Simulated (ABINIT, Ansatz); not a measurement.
## Converging GW for Cs2NaAlH6 (Fm-3m) in ABINIT

Wanted: a converged G0W0 gap of Cs2NaAlH6 (Fm-3m), or an estimate of the limit.

Method: LDA and many-body steps on it, plane waves, in ABINIT 10.8.3.

This is a report of a sequence of runs, with most program output left out.

## Step 1: The structure

It takes space group Fm-3m (No. 225, cubic). The conventional cell has a = 8.626 Å, b = 8.626 Å, c = 8.626 Å, α = 90.00°, β = 90.00°, γ = 90.00°. Cs has 12 H at 3.07 Å nearest. Nearest to Na lie 6 H at 2.51 Å. Nearest to Al lie 6 H at 1.80 Å. H has 1 Al at 1.80 Å and 1 Na at 2.51 Å and 4 H at 2.55 Å and 4 Cs at 3.07 Å nearest. Farther neighbours are not listed.

The cell and positions are those that the Materials Project relaxed with its own functionals (PBE, PBE+U or r2SCAN), kept fixed. Spin-orbit coupling is left out unless a step names it.

## Step 2: Empty states on the mesh, 2×2×2 mesh, 304 bands

This step: ABINIT 10.8.3; DFT, LDA, plane waves, norm-conserving pseudopotentials.

The sums over transitions need many empty states on a uniform mesh; this step solves for them.

File run.abi:

```
acell 3*1.0 Angstrom
rprim 
  -0.000000000000 4.312959000000 4.312959000000
  4.312959000000 -0.000000000000 4.312959000000
  4.312959000000 4.312959000000 -0.000000000000
ntypat 4
znucl 55 11 13 1
natom 10
typat 1 1 2 3 4 4 4 4 4 4
xred 
  0.250000000000 0.250000000000 0.250000000000
  0.750000000000 0.750000000000 0.750000000000
  0.500000000000 0.500000000000 0.500000000000
  -0.000000000000 -0.000000000000 0.000000000000
  0.208755000000 0.791245000000 0.791245000000
  0.208755000000 0.791245000000 0.208755000000
  0.791245000000 0.208755000000 0.791245000000
  0.791245000000 0.791245000000 0.208755000000
  0.208755000000 0.208755000000 0.791245000000
  0.791245000000 0.208755000000 0.208755000000
pp_dirpath "pseudos"
pseudos "Cs.upf, Na.upf, Al.upf, H.upf"
ecut 38
ngkpt 2 2 2
nshiftk 1
shiftk 0 0 0
kptopt 1
chksymbreak 0
iscf -2
irdden 1
istwfk *1
nband 304
nbdbuf 26
tolwfr 1e-09
nstep 60
prtvol 0
indata_prefix "in"
outdata_prefix "out"
tmpdata_prefix "tmp"
```

The run is started by

```sh
> OMP_NUM_THREADS=1 mpirun -n 4 abinit run.abi > log
```

The job ended after 6 min (4 MPI ranks of Arm Neoverse N1, shared host; peak memory 0.68 GiB; 24 min of CPU time).

This step gave:

```
gap                                                           : 1.756 eV
k of the valence top                                          : 0.5, 0.5, 0
k of the conduction bottom                                    : 0, 0, 0
least direct gap                                              : 2.221 eV
k points computed                                             : 3
lowest point of the top converged band, above the valence top : 70.9311 eV
```

On this mesh the gap is 1.756 eV.

The density comes from a self-consistent run that is not shown.

## Step 3: Screening, 2×2×2 mesh, 50 bands, screening to 62.6 eV

The RPA dielectric matrix is built and inverted for each q.

This step: RPA screening on LDA, plane waves, norm-conserving pseudopotentials.

run.abi, as its differences from that of step 2:

```diff
@@ -28,10 +28,11 @@
 chksymbreak 0
-iscf -2
-irdden 1
 istwfk *1
-nband 304
-nbdbuf 26
-tolwfr 1e-09
-nstep 60
-prtvol 0
+occopt 1
+irdwfk 1
+optdriver 3
+nband 50
+ecuteps 2.3
+inclvkb 2
+awtr 1
+symchi 1
 indata_prefix "in"
```

Run time: 18 s. Hardware: 4 MPI ranks; peak memory 1.7 GiB.

Numbers from this step:

* ε∞ with local fields, on this mesh, along the program's q direction: 4.347
* the same without local fields: 4.989
* plasma frequency: 17.59 eV
* plane waves in the screening matrix: 169

Local fields lower ε∞ by 13 %. On a Γ-centred mesh this coarse the value itself is usually too large, while a short band sum pulls it down.

## Step 4: 50 bands, 62.6 eV

The self-energy is evaluated for the states that the input lists, and the levels follow from it, in one-shot runs by the linearised quasiparticle equation.

This step: G0W0 on LDA, plane waves, norm-conserving pseudopotentials.

run.abi, as its differences from that of step 3:

```diff
@@ -31,8 +31,17 @@
 irdwfk 1
-optdriver 3
+optdriver 4
 nband 50
+gwcalctyp 0
+ecutsigx 38
+symsigma 1
+nkptgw 2
+kptgw 
+  0.5000000000 0.5000000000 0.0000000000
+  0.0000000000 0.0000000000 0.0000000000
+bdgw 
+  17 20
+  17 22
 ecuteps 2.3
-inclvkb 2
-awtr 1
-symchi 1
+irdscr 1
+ppmodel 1
 indata_prefix "in"
```

The job ended after 9.6 s (4 MPI ranks; peak memory 1 GiB).

Numbers from this step:

```yaml
g0w0_gap_on_the_points_computed: 3.573 eV
starting_gap_on_the_mesh: 1.756 eV
k_of_the_valence_top: 0.5, 0.5, 0
k_of_the_conduction_bottom: 0, 0, 0
z_at_the_valence_top: 0.797
z_at_the_conduction_bottom: 0.838
least_direct_g0w0_gap_on_the_computed_points: 4.028 eV
```

The gap on the mesh goes from 1.76 eV to 3.57 eV, a correction of +1.82 eV.

## Step 5: Screening, 2×2×2 mesh, 124 bands, screening to 114.3 eV

This step: RPA screening on LDA, plane waves, norm-conserving pseudopotentials.

run.abi, as its differences from that of step 4:

```diff
@@ -31,17 +31,8 @@
 irdwfk 1
-optdriver 4
-nband 50
-gwcalctyp 0
-ecutsigx 38
-symsigma 1
-nkptgw 2
-kptgw 
-  0.5000000000 0.5000000000 0.0000000000
-  0.0000000000 0.0000000000 0.0000000000
-bdgw 
-  17 20
-  17 22
-ecuteps 2.3
-irdscr 1
-ppmodel 1
+optdriver 3
+nband 124
+ecuteps 4.2
+inclvkb 2
+awtr 1
+symchi 1
 indata_prefix "in"
```

It took 57 s on 4 MPI ranks; peak memory 2.2 GiB.

Numbers from this step:

```
ε∞ with local fields, on this mesh, along the program's q direction : 4.382
the same without local fields                                       : 5.038
plasma frequency                                                    : 17.59 eV
plane waves in the screening matrix                                 : 459
```

## Step 6: 124 bands, 114.3 eV

This step: G0W0 on LDA, plane waves, norm-conserving pseudopotentials.

run.abi, as its differences from that of step 5:

```diff
@@ -31,8 +31,17 @@
 irdwfk 1
-optdriver 3
+optdriver 4
 nband 124
+gwcalctyp 0
+ecutsigx 38
+symsigma 1
+nkptgw 2
+kptgw 
+  0.5000000000 0.5000000000 0.0000000000
+  0.0000000000 0.0000000000 0.0000000000
+bdgw 
+  17 20
+  17 22
 ecuteps 4.2
-inclvkb 2
-awtr 1
-symchi 1
+irdscr 1
+ppmodel 1
 indata_prefix "in"
```

It took 28 s on 4 MPI ranks; peak memory 1.5 GiB.

This step gave:

```
G0W0 gap on the points computed              : 3.554 eV
starting gap on the mesh                     : 1.756 eV
k of the valence top                         : 0.5, 0.5, 0
k of the conduction bottom                   : 0, 0, 0
Z at the valence top                         : 0.788
Z at the conduction bottom                   : 0.83
least direct G0W0 gap on the computed points : 3.979 eV
```

Against G0W0 in ABINIT (2×2×2 mesh, 50 bands, screening to 62.6 eV, Godby-Needs plasmon pole), the gap moves by −0.019 eV.

## Step 7: Screening, 2×2×2 mesh, 278 bands, screening to 176.9 eV

This step: RPA screening on LDA, plane waves, norm-conserving pseudopotentials.

run.abi, as its differences from that of step 6:

```diff
@@ -31,17 +31,8 @@
 irdwfk 1
-optdriver 4
-nband 124
-gwcalctyp 0
-ecutsigx 38
-symsigma 1
-nkptgw 2
-kptgw 
-  0.5000000000 0.5000000000 0.0000000000
-  0.0000000000 0.0000000000 0.0000000000
-bdgw 
-  17 20
-  17 22
-ecuteps 4.2
-irdscr 1
-ppmodel 1
+optdriver 3
+nband 278
+ecuteps 6.5
+inclvkb 2
+awtr 1
+symchi 1
 indata_prefix "in"
```

The job ended after 2.6 min (4 MPI ranks; peak memory 3 GiB; 10 min of CPU time).

This step gave:

| Property | Result |
| --- | --- |
| ε∞ with local fields, on this mesh, along the program's q direction | 4.395 |
| the same without local fields | 5.043 |
| plasma frequency | 17.59 eV |
| plane waves in the screening matrix | 869 |

## Step 8: 278 bands, 176.9 eV

This step: G0W0 on LDA, plane waves, norm-conserving pseudopotentials.

run.abi, as its differences from that of step 7:

```diff
@@ -31,8 +31,17 @@
 irdwfk 1
-optdriver 3
+optdriver 4
 nband 278
+gwcalctyp 0
+ecutsigx 38
+symsigma 1
+nkptgw 2
+kptgw 
+  0.5000000000 0.5000000000 0.0000000000
+  0.0000000000 0.0000000000 0.0000000000
+bdgw 
+  17 20
+  17 22
 ecuteps 6.5
-inclvkb 2
-awtr 1
-symchi 1
+irdscr 1
+ppmodel 1
 indata_prefix "in"
```

Elapsed: 2.6 min, on 4 MPI ranks; peak memory 2.6 GiB; 10 min of CPU time.

This step gave:

```
G0W0 gap on the points computed              : 3.664 eV
starting gap on the mesh                     : 1.756 eV
k of the valence top                         : 0.5, 0.5, 0
k of the conduction bottom                   : 0, 0, 0
least direct G0W0 gap on the computed points : 4.065 eV
```

Against G0W0 in ABINIT (2×2×2 mesh, 124 bands, screening to 114.3 eV, Godby-Needs plasmon pole), the gap moves by +0.110 eV.

## Step 9: Side by side

Times are wall times on 4 MPI ranks of Arm Neoverse N1, shared host, good to a factor of about two. A run's time includes the screening step that it read.

| run | mesh | bands | screening cutoff (eV) | DFT gap (eV) | gap on the mesh (eV) | direct (eV) | ε∞ used | time |
| --- | --- | --- | --- | --- | --- | --- | --- | --- |
| 50 bands, 62.6 eV | 2×2×2 | 50 | 62.6 | 1.756 | 3.573 | 4.028 | 4.35 | 28 s |
| 124 bands, 114.3 eV | 2×2×2 | 124 | 114.3 | 1.756 | 3.554 | 3.979 | 4.38 | 85 s |
| 278 bands, 176.9 eV | 2×2×2 | 278 | 176.9 | 1.756 | 3.664 | 4.065 | 4.40 | 5.2 min |

## Step 10: Outcome

| Quantity | Value |
| --- | --- |
| 50 bands, 62.6 eV | 3.573 eV |
| 124 bands, 114.3 eV | 3.554 eV |
| 278 bands, 176.9 eV | 3.664 eV |
| known limits | not at the basis limit; no spin-orbit coupling; coarse k mesh |

From the first rung to the last the gap moves by +0.09 eV for 11 times the time. The gap turns back along the series, so no limit is drawn from it. In the G0W0 runs levels were corrected at 2 k points alone, so a gap called «on the mesh» is the least over those, and an edge elsewhere would be missed. The 2×2×2 mesh is coarse for this cell, which bears on the long-range parts of exchange and screening. The many-body steps are scalar-relativistic: spin-orbit coupling is not in them.

[Paths, hosts, dates, memory and timing lines, banners, echoed tables and standing remarks are left out of the program output.]

[Logs are printed without paths, hosts, clocks, repeated set-up lines and the standing remarks that a program may print on its own settings, such as how far it seeks lower states.]

[Runs of the session that timed out or met a known fault of the program may be left out.]

[Hosts, paths, dates, database ids (printed as entryN), source tags and the programs' standing remarks are cut or masked in the printed files.]

[G0W0 gaps are taken among the corrected bands and points alone; a level outside them can change the order at an edge.]

[Where Ansatz stands beside ABINIT at settings called matched, ABINIT's density can come from a denser mesh and the files from another edition; pairs whose starting gaps differed by over 0.03 eV were left out, so agreement reads better than it is.]
